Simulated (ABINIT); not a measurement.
An input for ABINIT 10.8.3 (YVO4 (I4_1/amd)):

```
acell 3*1.0 Angstrom
rprim 
  -3.559150000000 3.559150000000 3.144650000000
  3.559150000000 -3.559150000000 3.144650000000
  3.559150000000 3.559150000000 -3.144650000000
ntypat 3
znucl 39 23 8
natom 12
typat 1 1 2 2 3 3 3 3 3 3 3 3
xred 
  0.750000000000 0.250000000000 0.500000000000
  0.000000000000 0.000000000000 0.000000000000
  0.500000000000 0.500000000000 0.000000000000
  0.250000000000 0.750000000000 0.500000000000
  0.510000000000 0.325800000000 0.184200000000
  0.075800000000 0.391600000000 0.315800000000
  0.141600000000 0.325800000000 0.815800000000
  0.075800000000 0.760000000000 0.684200000000
  0.240000000000 0.924200000000 0.315800000000
  0.674200000000 0.490000000000 0.815800000000
  0.608400000000 0.924200000000 0.684200000000
  0.674200000000 0.858400000000 0.184200000000
pp_dirpath "pseudos"
pseudos "Y.upf, V.upf, O.upf"
ecut 38
ngkpt 2 2 2
nshiftk 1
shiftk 0 0 0
kptopt 1
chksymbreak 0
istwfk *1
occopt 1
irdwfk 1
optdriver 3
nband 91
ecuteps 2.8
inclvkb 2
awtr 1
symchi 1
indata_prefix "in"
outdata_prefix "out"
tmpdata_prefix "tmp"
```

```sh
OMP_NUM_THREADS=1 mpirun -n 4 abinit run.abi > log
```

Q: How long will it take on 4 MPI ranks of Arm Neoverse V1, shared host, and how much memory?

It took 49 s; on shared hardware allow 24 s to 97 s. Peak host memory was 1.9 GiB.

[Paths, hosts, dates, memory and timing lines, banners, echoed tables and standing remarks are left out of the program output.]

[Logs are printed without paths, hosts, clocks, repeated set-up lines and the standing remarks that a program may print on its own settings, such as how far it seeks lower states.]

[Runs of the session that timed out or met a known fault of the program may be left out.]

[Hosts, paths, dates, database ids (printed as entryN), source tags and the programs' standing remarks are cut or masked in the printed files.]

[G0W0 gaps are taken among the corrected bands and points alone; a level outside them can change the order at an edge.]

[Where Ansatz stands beside ABINIT at settings called matched, ABINIT's density can come from a denser mesh and the files from another edition; pairs whose starting gaps differed by over 0.03 eV were left out, so agreement reads better than it is.]
